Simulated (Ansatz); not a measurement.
## W2C(OH)2 MXene monolayer in a perpendicular field

What dipole does a perpendicular field induce in the W2C(OH)2 MXene monolayer? A positive field points along +c.

Calculated with Ansatz 0.2.0; plane-wave DFT, PBE-D3(BJ), Ansatz PAW (set soft_1); PAW set soft_1.

## (1) The starting structure

The cell holds 7 atoms: 2 H, 2 O, 2 W and 1 C. Cell: a = 3.125 Å, b = 3.125 Å, c = 44.244 Å, α = 90.0°, β = 90.0°, γ = 120.0°. Vacuum lies along c.

## (2) Relaxation

The starting cell is a guess, so the in-plane lattice and the atoms are relaxed first, with the slab cut off from its images along the normal.

Contents of input.yaml:

```yaml
crystal:
  lattice:
    - [3.125408, 0.0, 0.0]
    - [-1.562704, 2.7066827252, 0.0]
    - [0.0, 0.0, 44.2443915817]
  atoms:
    - { symbol: H, position: [0.3333333333, 0.6666666667, 0.4249126122] }
    - { symbol: O, position: [0.3333333333, 0.6666666667, 0.4470623121] }
    - { symbol: W, position: [0.6666666667, 0.3333333333, 0.4721274791] }
    - { symbol: C, position: [0.0, 0.0, 0.5] }
    - { symbol: W, position: [0.3333333333, 0.6666666667, 0.5278725209] }
    - { symbol: O, position: [0.6666666667, 0.3333333333, 0.5529376879] }
    - { symbol: H, position: [0.6666666667, 0.3333333333, 0.5750873878] }
  periodic: [true, true, false]
kpoints:
  mp_grid: { grid: [12, 12, 1] }
hamiltonian:
  xc: pbe
  dispersion: d3bj
  pseudopotentials: { kind: paw, azcp: { folder: soft_1 } }
scf:
  occupations: { method: fermi_dirac, width: 0.05 }
  convergence: { dr2_threshold: 1.0e-09 }
relax:
  f_tol: 0.004
  max_steps: 90
  cell: {}
output:
  write_potential: true
  write_density: true
  volumetric_format: npy
```

Launch:

```sh
ansatz run input.yaml --threads 2 --pin off --max-ram 3072MiB --backend cpu --events-out ev --progress --plain --runs-dir out
```

Numbers of over 12 decimals in the logs are rounded to 6 here.

Log:

```text
Warning: relax.cell: scf.convergence.dr2_threshold = 1e-9 eV is looser than the 2.52674951516e-10 eV advised for a relaxation that steers and ends on the stress (1e-10 eV for each atom of the cell: 7, times the square of relax.cell.stress_2d_tol = 0.05 N/m over 16.6 Å (the atoms' height at the walk's start and 5 Å past either face), 3.004e-2 GPa, over a crystal's default 0.05). What an SCF threshold leaves in a stress goes as its square root, and in the free energy as the threshold itself, and one threshold admits the most on a small cell: [figures from the program's tests cut] Set scf.convergence.dr2_threshold to 2.52674951516e-10 eV or tighter. [rest of the remark cut]
Engine: ansatz 0.2.0, aarch64-unknown-linux-gnu
Pseudopotentials: kind: paw
Pseudopotential: H, paw, valence charge 1, recommended cutoff 420 eV (normal), soft_1/H.paw.azcp
Pseudopotential: O, paw, valence charge 6, recommended cutoff 420 eV (normal), soft_1/O.paw.azcp
Pseudopotential: W, paw, valence charge 14, recommended cutoff 420 eV (normal), soft_1/W.paw.azcp
Pseudopotential: C, paw, valence charge 4, recommended cutoff 420 eV (normal), soft_1/C.paw.azcp
Functional definition: PBE
  parameter kappa = 0.804
  parameter beta = 0.066725
  exchange = pbe_x(kappa = kappa, mu = beta*pi^2/3)
  correlation = pbe_c(beta = beta)
Crystal: 7 atoms, lattice volume = 374.285 Å³
Basis set: ecut = 420 eV, 7251 PW (Γ), exchange–correlation on 48×48×600 points (8 copies of the dense FFT grid, shifted against one another)
Bands: 30, of which v1, the nominal top of the filled ones, is band 23 counted from 1 (22 counted from 0)
Symmetry: 12 space group operations
Space group: P-3m1 (ITA 164), of the structure as read, at distance tolerance 7.2e-5 Å
k-points: 19 of 144
Non-local potential: H, projectors of the file, l = 0: 2, l = 1: 1
Non-local potential: O, projectors of the file, l = 0: 2, l = 1: 2, l = 2: 1
Non-local potential: W, projectors of the file, l = 0: 3, l = 1: 2, l = 2: 2, l = 3: 1
Non-local potential: C, projectors of the file, l = 0: 2, l = 1: 2, l = 2: 1
PAW form: soft (Blöchl's): semilocal exchange-correlation on the pseudo side does not see the compensation charge
PAW one-centre angular grid: H, 110 points (default); XC on 64 Gauss nodes
PAW one-centre angular grid: O, 110 points (default); XC on 64 Gauss nodes
PAW one-centre angular grid: W, 590 points (default); XC on 64 Gauss nodes
PAW one-centre angular grid: C, 110 points (default); XC on 64 Gauss nodes
Initial density: superposition of atomic densities (neutral atoms: chi_scale 0, normalization atom)
Initial wavefunctions: pseudopotential atomic-orbital guess
Functional: x = pbe(κ = 0.804, μ = 0.219515), c = pbe(β = 0.066725)
SCF iter   1: F=—  HF=-22192.431858 eV  |F-HF|=—  |Δ(HF+E_count)|=         —  Δρ=6.03e-2  dr2=2.41e1  ethr=3.10e-3  ⟨swp⟩=17.1  Hψ=4550  notcnv=0
preconditioner: auto → LDOS  [metal: Δε(μ)=0.050 eV  Ē_g=10.132 eV  σ=0.050 eV  W_gap=0.24  n_scr=26 (ndim 8)  ℏωp=9.8 eV  f_vac=0.791  D(μ)=3.81/eV (n_scr^D=18)  β→1.0]
SCF iter   2: F=—  HF=-22198.766302 eV  |F-HF|=—  |Δ(HF+E_count)|=    6.33e0  Δρ=7.38e-2  dr2=8.09e2  ethr=3.10e-3  ⟨swp⟩=12.1  Hψ=8261  notcnv=0  defer=7  recentre
automatic band count: the SCF goes on with 37 bands, as 30 were too few: the levels above may hold too much charge
SCF iter   3: F=—  HF=-22188.798429 eV  |F-HF|=—  |Δ(HF+E_count)|=    9.97e0  Δρ=3.17e-2  dr2=8.48e0  ethr=3.10e-3  ⟨swp⟩=8.5  Hψ=2986  notcnv=0  defer=125
SCF iter   4: F=—  HF=-22187.570767 eV  |F-HF|=—  |Δ(HF+E_count)|=    1.23e0  Δρ=7.99e-3  dr2=1.88e0  ethr=3.10e-3  ⟨swp⟩=9.6  Hψ=2402  notcnv=0  defer=119
SCF iter   5: F=—  HF=-22187.812344 eV  |F-HF|=—  |Δ(HF+E_count)|=   2.42e-1  Δρ=2.37e-3  dr2=1.23e0  ethr=3.10e-3  ⟨swp⟩=7.1  Hψ=1585  notcnv=0  defer=96
SCF iter   6: F=—  HF=-22187.577193 eV  |F-HF|=—  |Δ(HF+E_count)|=   2.35e-1  Δρ=1.70e-3  dr2=8.74e-1  ethr=2.68e-3  ⟨swp⟩=4.6  Hψ=887  notcnv=0  defer=78
SCF iter   7: F=—  HF=-22187.132303 eV  |F-HF|=—  |Δ(HF+E_count)|=   4.45e-1  Δρ=1.12e-3  dr2=1.96e-1  ethr=1.90e-3  ⟨swp⟩=6.8  Hψ=1375  notcnv=0  defer=98
SCF iter   8: F=—  HF=-22187.010440 eV  |F-HF|=—  |Δ(HF+E_count)|=   1.22e-1  Δρ=1.23e-3  dr2=2.03e-2  ethr=4.26e-4  ⟨swp⟩=6.6  Hψ=1400  notcnv=0  defer=105
SCF iter   9: F=—  HF=-22197.947860 eV  |F-HF|=—  |Δ(HF+E_count)|=    1.09e1  Δρ=4.11e-2  dr2=1.78e3  ethr=4.42e-5  ⟨swp⟩=10.9  Hψ=3643  notcnv=1  defer=82  recentre
SCF iter  10: F=—  HF=-22187.014090 eV  |F-HF|=—  |Δ(HF+E_count)|=    1.09e1  Δρ=7.86e-4  dr2=1.34e-2  ethr=4.42e-5  ⟨swp⟩=7.5  Hψ=1963  notcnv=0  defer=112
SCF iter  11: F=—  HF=-22187.070267 eV  |F-HF|=—  |Δ(HF+E_count)|=   5.62e-2  Δρ=3.65e-4  dr2=7.83e-2  ethr=2.90e-5  ⟨swp⟩=6.8  Hψ=1670  notcnv=0  defer=110  recentre
SCF iter  12: F=—  HF=-22187.043252 eV  |F-HF|=—  |Δ(HF+E_count)|=   2.70e-2  Δρ=3.94e-4  dr2=4.30e-2  ethr=2.90e-5  ⟨swp⟩=3.9  Hψ=1109  notcnv=0  defer=104
SCF iter  13: F=—  HF=-22187.057997 eV  |F-HF|=—  |Δ(HF+E_count)|=   1.47e-2  Δρ=2.94e-4  dr2=6.37e-2  ethr=2.90e-5  ⟨swp⟩=2.8  Hψ=783  notcnv=0  defer=98
SCF iter  14: F=—  HF=-22187.056544 eV  |F-HF|=—  |Δ(HF+E_count)|=   1.45e-3  Δρ=2.36e-4  dr2=6.17e-2  ethr=2.90e-5  ⟨swp⟩=2.6  Hψ=733  notcnv=0  defer=98
SCF iter  15: F=—  HF=-22187.055408 eV  |F-HF|=—  |Δ(HF+E_count)|=   1.14e-3  Δρ=2.34e-4  dr2=6.06e-2  ethr=2.90e-5  ⟨swp⟩=2.2  Hψ=647  notcnv=0  defer=93
SCF iter  16: F=—  HF=-22187.055794 eV  |F-HF|=—  |Δ(HF+E_count)|=   3.86e-4  Δρ=2.39e-4  dr2=6.13e-2  ethr=2.90e-5  ⟨swp⟩=1.7  Hψ=648  notcnv=0  defer=92
SCF iter  17: F=—  HF=-22187.052055 eV  |F-HF|=—  |Δ(HF+E_count)|=   3.74e-3  Δρ=2.12e-4  dr2=5.33e-2  ethr=2.90e-5  ⟨swp⟩=2.5  Hψ=681  notcnv=0  defer=93
SCF iter  18: F=—  HF=-22187.045814 eV  |F-HF|=—  |Δ(HF+E_count)|=   6.24e-3  Δρ=4.76e-4  dr2=4.37e-2  ethr=2.90e-5  ⟨swp⟩=3.4  Hψ=736  notcnv=0  defer=103
SCF iter  19: F=—  HF=-22187.036023 eV  |F-HF|=—  |Δ(HF+E_count)|=   9.79e-3  Δρ=5.13e-4  dr2=3.35e-2  ethr=2.90e-5  ⟨swp⟩=3.7  Hψ=803  notcnv=0  defer=112
SCF iter  20: F=—  HF=-22187.016722 eV  |F-HF|=—  |Δ(HF+E_count)|=   1.93e-2  Δρ=6.08e-4  dr2=1.09e-2  ethr=2.90e-5  ⟨swp⟩=4.9  Hψ=1172  notcnv=0  defer=110
SCF iter  21: F=—  HF=-22187.011314 eV  |F-HF|=—  |Δ(HF+E_count)|=   5.41e-3  Δρ=2.56e-4  dr2=2.15e-3  ethr=2.37e-5  ⟨swp⟩=5.0  Hψ=1168  notcnv=0  defer=112
SCF iter  22: F=—  HF=-22187.011461 eV  |F-HF|=—  |Δ(HF+E_count)|=   1.46e-4  Δρ=1.48e-4  dr2=2.51e-4  ethr=4.68e-6  ⟨swp⟩=4.3  Hψ=1075  notcnv=0  defer=103
[...]
relax step   5: F+E_penalty+E_count = -22188.33323954 eV  Δ(F+E_penalty+E_count) = -7.524e-2 eV  max|allowed force component| = 3.976e-1 eV/Å  Δτ_max = 0.0462 Å  P = -2.403 N/m  Ω = 325.355 Å³  energy of the carried Pulay correction = +2.365e-2 eV  fix = [c, alpha, beta]  reactions: c -0.000 N/m  (11 SCF iters, accepted)
relax step   6: F+E_penalty+E_count = -22188.34528164 eV  Δ(F+E_penalty+E_count) = -1.204e-2 eV  max|allowed force component| = 7.261e-1 eV/Å  Δτ_max = 0.0270 Å  P = +2.092 N/m  Ω = 317.424 Å³  energy of the carried Pulay correction = +2.780e-2 eV  fix = [c, alpha, beta]  reactions: c +0.000 N/m  (11 SCF iters, accepted)
relax step   7: F+E_penalty+E_count = -22188.35906674 eV  Δ(F+E_penalty+E_count) = -1.379e-2 eV  max|allowed force component| = 2.461e-2 eV/Å  Δτ_max = 0.0199 Å  P = -0.210 N/m  Ω = 319.786 Å³  energy of the carried Pulay correction = +2.656e-2 eV  fix = [c, alpha, beta]  reactions: c -0.000 N/m  (10 SCF iters, accepted)
relax step   8: F+E_penalty+E_count = -22188.35923779 eV  Δ(F+E_penalty+E_count) = -1.711e-4 eV  max|allowed force component| = 2.214e-2 eV/Å  Δτ_max = 0.0047 Å  P = +0.254 N/m  Ω = 319.539 Å³  energy of the carried Pulay correction = +2.669e-2 eV  fix = [c, alpha, beta]  reactions: c +0.000 N/m  (8 SCF iters, accepted)
relax step   9: F+E_penalty+E_count = -22188.35916754 eV  Δ(F+E_penalty+E_count) = +7.025e-5 eV  max|allowed force component| = 1.818e-3 eV/Å  Δτ_max = 0.0010 Å  P = -0.006 N/m  Ω = 319.810 Å³  energy of the carried Pulay correction = +2.654e-2 eV  fix = [c, alpha, beta]  reactions: c -0.000 N/m  (7 SCF iters, accepted)
relax step  10: F+E_penalty+E_count = -22188.34759028 eV  Δ(F+E_penalty+E_count) = +1.158e-2 eV  max|allowed force component| = 2.706e-3 eV/Å  Δτ_max = 0.0000 Å  P = -0.315 N/m  Ω = 319.810 Å³  fix = [c, alpha, beta]  reactions: c -0.000 N/m  stress off target by 3.15e-1 N/m on what of the cell is left free  SCF on the basis re-selected at this cell (its energy is not comparable with the rows above)  (6 SCF iters)
relax step  11: F+E_penalty+E_count = -22188.34802705 eV  Δ(F+E_penalty+E_count) = -4.368e-4 eV  max|allowed force component| = 4.364e-3 eV/Å  Δτ_max = 0.0018 Å  P = -0.058 N/m  Ω = 319.269 Å³  energy of the carried Pulay correction = +2.804e-4 eV  fix = [c, alpha, beta]  reactions: c -0.000 N/m  (7 SCF iters, accepted)
relax step  12: F+E_penalty+E_count = -22188.34816563 eV  Δ(F+E_penalty+E_count) = -1.386e-4 eV  max|allowed force component| = 6.269e-4 eV/Å  Δτ_max = 0.0018 Å  P = -0.005 N/m  Ω = 319.045 Å³  energy of the carried Pulay correction = +3.964e-4 eV  fix = [c, alpha, beta]  reactions: c -0.000 N/m  (7 SCF iters, accepted)
iter 1 solved again at ethr=6.36e-8 eV; its pass at ethr=3.10e-3 eV (dr2=2.93e-5 eV) is discarded
SCF iter   1: F=—  HF=-22188.347750 eV  |F-HF|=—  |Δ(HF+E_count)|=         —  Δρ=7.09e-6  dr2=2.48e-8  ethr=6.36e-8  ⟨swp⟩=7.4  Hψ=8983  notcnv=0  defer=3
preconditioner: auto → LDOS  [metal: Δε(μ)=0.016 eV  Ē_g=12.441 eV  σ=0.050 eV  W_gap=0.08  n_scr=26 (ndim 8)  ℏωp=11.4 eV  f_vac=0.772  D(μ)=4.17/eV (n_scr^D=20)  β→1.0]
SCF iter   2: F=—  HF=-22188.347776 eV  |F-HF|=—  |Δ(HF+E_count)|=   2.56e-5  Δρ=1.51e-6  dr2=6.44e-9  ethr=5.39e-11  ⟨swp⟩=5.4  Hψ=2238  notcnv=0  defer=2
iter 3 met the thresholds in force, and the SCF goes on: an eigenvalue changes by 1.38 meV, over its tolerance of 1.08 meV (output.eigenvalues, Limitations)
SCF iter   3: F=-22188.347776 eV  HF=-22188.347776 eV  |F-HF|=4.77e-9  |Δ(HF+E_count)|=   5.12e-9  Δρ=3.29e-7  dr2=3.50e-10  ethr=2.17e-12  ⟨swp⟩=21.5  Hψ=7171  notcnv=0
SCF iter   4: F=-22188.347776 eV  HF=-22188.347776 eV  |F-HF|=8.04e-10  |Δ(HF+E_count)|=   4.33e-9  Δρ=1.07e-7  dr2=4.06e-11  ethr=1.00e-12  ⟨swp⟩=11.2  Hψ=5116  notcnv=0
SCF 13 converged in 4 iterations: F = -22188.347776 eV  dr2 = 4.06e-11
relax step  13: F+E_penalty+E_count = -22188.34777569 eV  Δ(F+E_penalty+E_count) = +3.899e-4 eV  max|allowed force component| = 6.154e-4 eV/Å  Δτ_max = 0.0000 Å  P = -0.012 N/m  Ω = 319.045 Å³  fix = [c, alpha, beta]  reactions: c -0.000 N/m  stress off target by 1.18e-2 N/m on what of the cell is left free  SCF on the basis re-selected at this cell (its energy is not comparable with the rows above)  (4 SCF iters)
basis re-selected at this cell: Δ(F+E_penalty+E_count) = +3.899e-4 eV, ΔP = -0.007 N/m vs the last step (what re-selecting the basis moved, of the pressure what is left beyond the Pulay correction that the steps carried, after the strain that the cell walked since its last selection, with what the two solves' SCF thresholds leave and, on support functions, any second-order correction that the steps lacked; it is no m [...]
SCF converged after 4 iterations
an eigenvalue changed by more than its tolerance at an iteration that met the thresholds in force, so the SCF went on 1 time: the last check found none over its tolerance
Free energy (F): -22188.347776 eV
Harris-Foulkes:  -22188.347776 eV  (|F-HF|=8.04e-10)
Internal energy: -22188.314144 eV  (E = F + TS)
E sigma→0 (E₀):  -22188.330960 eV
Entropy (-TS):   -0.033631 eV (-4.804 meV/atom)
Fermi energy:    -2.485466 eV
--- Per-component energies (eV) ---
  E_band       = -1142.605008
  E_kinetic    = 1299.687464
  E_local      = -234078.998656  (includes V_loc(G=0)·N_el)
  E_nonlocal   = 79.978227
  E_hartree    = 116351.097114
  E_xc         = -742.409964
  E_vxc        = -725.306026  (∫ρ·V_xc dr)
  E_paw        = -17582.436153  (= ΣΔE_a)
  E_vpaw       = -420.160081  (= ΣTr[D̂ρ^β])
  E_aug_tail   = 0.000005  (compensation charges beyond the density's cutoff)
  E_ewald      = 112486.186082
  E_disp       = -1.418263  (pairwise vdW)
  E_smearing   = -0.033631  (= −TS)
  E_closure    = -0.000000  (closes the sum)
  Σ components = -22188.347776   (vs F -22188.347776, Δ=0.00e0)
--- Forces (eV/Å), atoms counted from 1 ---
  atom   1  H     -0.00000000     0.00000000    -0.00022874
  atom   2  O      0.00000000     0.00000000    -0.00001301
  atom   3  W      0.00000000     0.00000000    -0.00061536
  atom   4  C      0.00000000    -0.00000000     0.00000000
  atom   5  W      0.00000000    -0.00000000     0.00061536
  atom   6  O      0.00000000    -0.00000000     0.00001301
  atom   7  H      0.00000000    -0.00000000     0.00022874
  max |Σ_I F_I| component: 4.63e-18 eV/Å
--- 2D stress c σ (N/m, compression-positive) ---
       -0.011757      -0.000000       0.000000
       -0.000000      -0.011757      -0.000000
        0.000000      -0.000000      -0.000000
  P = ½ c Tr σ = -0.0118 N/m
--- Band table (eV; the first three rows and the last of 19) ---
  k-point 0: bands = [... 19 lower, -5.7022, -5.7022, -3.9413, -3.9413, -2.5236, -2.5214, -2.1606, -2.0983, ... 10 higher]
  k-point 1: bands = [... 19 lower, -6.0441, -5.8383, -4.2180, -3.7479, -2.6512, -2.4152, -2.1545, -2.0844, ... 10 higher]
  k-point 2: bands = [... 19 lower, -6.0818, -6.0127, -4.6311, -3.1881, -2.9401, -2.5638, -1.8454, -1.7309, ... 10 higher]
  k-point 18: bands = [... 19 lower, -8.4233, -3.5432, -2.7160, -2.7160, -2.3077, -1.0814, -1.0814, 0.7285, ... 10 higher]
  the weakly bound empty levels are not read free of the cell's end (no_gap_told)
--- Relaxed structure (11 steps of the walk, 11 accepted, 2 SCFs on fresh bases) ---
  F+E_penalty+E_count = -22188.34777569 eV   max|allowed force component| = 6.154e-4 eV/Å   (the final SCF, on the basis selected at the relaxed cell)
  cell:  # Å, volume = 319.0452 Å³
    - [2.885571, 0.0, 0]
    - [-1.442785, 2.498977, 0]
    - [0, 0, 44.2443915817]
  atoms:
    - { symbol: H, position: [0.333333, 0.666667, 0.413415] }
    - { symbol: O, position: [0.333333, 0.666667, 0.435692] }
    - { symbol: W, position: [0.666667, 0.333333, 0.469272] }
    - { symbol: C, position: [0, 0, 0.5] }
    - { symbol: W, position: [0.333333, 0.666667, 0.530728] }
    - { symbol: O, position: [0.666667, 0.333333, 0.564308] }
    - { symbol: H, position: [0.666667, 0.333333, 0.586585] }
```

It took 2 min on 2 threads of Arm Neoverse V1, shared host; peak memory 0.71 GiB; 3.8 min of CPU time.

Relaxation path:

```csv
step,energy less that of the first step (eV),largest force component (eV/Å),volume (Å³)
1,0.0000,3.9525,374.28
2,-0.9642,0.9355,358.10
3,-1.1923,0.9171,340.44
4,-1.2467,1.1190,323.22
5,-1.3219,0.3976,325.36
6,-1.3340,0.7261,317.42
7,-1.3478,0.0246,319.79
8,-1.3479,0.0221,319.54
9,-1.3479,0.0018,319.81
10*,-1.3363,0.0027,319.81
11,-1.3367,0.0044,319.27
12,-1.3369,0.0006,319.05
13*,-1.3365,0.0006,319.05
```

Relaxation steps marked * repeat the geometry before them on a plane-wave basis chosen anew for their cell, so energy and pressure can jump there.

The run keeps the 12 symmetry operations that it works with, so distortions that break them were not tested.

```csv
cell as run,before,after,change
a (Å),3.125,2.886,-7.7 %
b (Å),3.125,2.886,-7.7 %
```

The atoms that moved most (Å, along periodic axes as changes of fractional coordinates times the final cell, across vacuum about the mean position):

```csv
atom,dx,dy,dz,length
H1,0.000,0.000,-0.509,0.509
H7,0.000,0.000,0.509,0.509
O6,0.000,0.000,0.503,0.503
O2,0.000,0.000,-0.503,0.503
W5,0.000,0.000,0.126,0.126
W3,0.000,0.000,-0.126,0.126
```

This step gave:

```yaml
energy_at_zero_smearing: -22188.3310 eV
```

The lattice constant a goes from 3.125 to 2.886 Å.

(Part 1 of 2 ends here.)

[Logs are printed without paths, hosts, clocks, repeated set-up lines and the standing remarks that a program may print on its own settings, such as how far it seeks lower states.]

[Hosts, paths, dates, database ids (printed as entryN), source tags and the programs' standing remarks are cut or masked in the printed files.]

[Maps of the electrostatic potential energy from Ansatz leave out the sawtooth potential of an applied field or a dipole correction, so their vacuum need not be flat; planar profiles and work functions include it.]
